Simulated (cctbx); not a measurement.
**CaDyOs: solution and refinement**

Cell a = 7.6930 Å, b = 4.5000 Å, c = 8.9860 Å, α = 90.00°, β = 90.00°, γ = 90.00°; space group Pnma (no. 62); content Os4 Dy4 Ca4.

The data are simulated with cctbx, not measured: Mo Kα, λ = 0.71073 Å, to d = 0.8 Å, 70 % of the full sphere, strongest reflection 40000 counts, noise from counting, a 3 % proportional error and a noise floor of 15 counts (s.d.); no absorption, and some extinction, which the refinements don't model.

Charge flipping in P1 on plain amplitudes to 0.9 Å, δ = 0.9 σ, 20 % of the reflections treated as weak, 200 cycles:

```text
cycle      R  skewness
    0  0.599     0.27
   16  0.431     1.98
   32  0.405     4.19
   48  0.352     4.39
   64  0.348     4.50
   80  0.343     4.48
   96  0.332     4.44
  112  0.344     4.46
  128  0.331     4.53
  144  0.357     4.55
  160  0.340     4.45
  176  0.341     4.48
  192  0.349     4.45
origin shift          correlation  skewness
 0.460  0.205  0.410      0.851      3.63
 0.153  0.214  0.411      0.840      2.22
 0.460  0.229  0.066      0.807      1.39
 0.164  0.112  0.115      0.777      1.03
taken: symmetry correlation 0.851, skewness 3.63
peak      x       y       z  mult  height/sigma
Q1    0.2487  0.2500  0.3772    4     12.0
Q2    0.0479  0.7500  0.1942    4     10.4
Q3    0.1261  0.7500  0.5517    4      4.3
Q4    0.0622  0.2500  0.5671    4      3.0
Q5    0.1220  0.2500  0.0940    4      2.3
Q6    0.2096  0.6411  0.4108    8      1.9
Q7    0.0465  0.1022  0.8756    8      1.7
Q8    0.1906  0.6369  0.2155    8      1.7
```

The origin is taken among those within 0.04 of the best correlation, by the skewness of the map.

It took 0.27 s on 1 thread of Arm Neoverse V2 (shared host), peak memory 0.07 GiB.

**Question.** Which peaks are atoms, and which elements?

Heights go roughly as Z and multiplicities must add up to the content. First model: Q1 = Os1 (4 in the cell, height 12.0), Q2 = Dy1 (4 in the cell, height 10.4) and Q3 = Ca1 (4 in the cell, height 4.3). Against the true structure, Q1 is Os, Q2 is Dy and Q3 is Ca; the other peaks are not atoms.

Least squares on F², isotropic:

```text
Rint 0.026, 356 unique reflections to 0.80 A
cycle     R1     wR2    GooF  max shift (A)
   1  0.1978  0.4458  18.778   0.13431
   2  0.0542  0.1380   5.813   0.00025
final R1 0.0542 wR2 0.1380 GooF 5.813  parameters 9  data/parameter 39.6
atom        x        y        z      Ueq    occ   su(xyz)  su(Uiso or U11)
Os1    0.24592  0.25000  0.37202   0.0187  1.000  0.00018  0.0005
Dy1    0.04324  0.75000  0.18660   0.0124  1.000  0.00019  0.0005
Ca1    0.13459  0.75000  0.56478   0.0105  1.000  0.00077  0.0011
difference map: max 11.83 min -9.72 rms 0.98
Q1    0.1966  0.7500  0.8718    4   11.93  0.44 A from Os1
Q2    0.1860  0.2500  0.3690    4   11.63  0.46 A from Os1
Q3    0.0076  0.2500  0.8524    4    4.81  0.52 A from Dy1
Q4    0.0958  0.7500  0.2274    4    4.75  0.55 A from Dy1
Q5    0.2164  0.5273  0.9220    8    2.39  1.14 A from Os1
```

Anisotropic refinement:

```text
Rint 0.026, 356 unique reflections to 0.80 A
cycle     R1     wR2    GooF  max shift (A)
   1  0.0542  0.1380   5.890   0.00931
   2  0.0132  0.0260   1.108   0.00000
final R1 0.0132 wR2 0.0260 GooF 1.108  parameters 18  data/parameter 19.8
atom        x        y        z      Ueq    occ   su(xyz)  su(Uiso or U11)
Os1    0.24603  0.25000  0.37189   0.0172  1.000  0.00004  0.0002
Dy1    0.04320  0.75000  0.18656   0.0121  1.000  0.00004  0.0002
Ca1    0.13414  0.75000  0.56574   0.0119  1.000  0.00016  0.0005
difference map: max 0.86 min -1.24 rms 0.28
Q1    0.2048  0.9958  0.9751    8    0.87  1.49 A from Os1
Q2    0.0605  0.0417  0.7725    8    0.78  1.28 A from Dy1
Q3    0.1039  0.1203  0.0138    8    0.73  2.15 A from Ca1
Q4    0.1347  0.5405  0.2112    8    0.72  1.20 A from Dy1
Q5    0.1552  0.0250  0.7008    8    0.69  1.74 A from Ca1
Q6    0.0368  0.0424  0.6425    8    0.65  1.66 A from Ca1
```

**Reading.** The refinement ends at R1 = 0.0132, wR2 = 0.0260, GooF = 1.11, with difference density between -1.24 and 0.86 e/Å³. Every site matches the true model in element, within 0.002 Å r.m.s., up to an allowed shift of origin.

True model:

```csv
atom,mult.,x,y,z,Ueq (Å²)
Os1,4,0.2539,1/4,0.6281,0.0176
Dy1,4,0.4568,3/4,0.8134,0.0124
Ca1,4,0.8662,3/4,0.0658,0.0125
```

The model was made for the exercise: a known structure type with other elements put in, its volume estimated, not relaxed; displacement parameters are assumed.

[Middle refinement cycles are left out of these outputs.]

[Logs are printed without paths, hosts, clocks, repeated set-up lines and the standing remarks that a program may print on its own settings, such as how far it seeks lower states.]
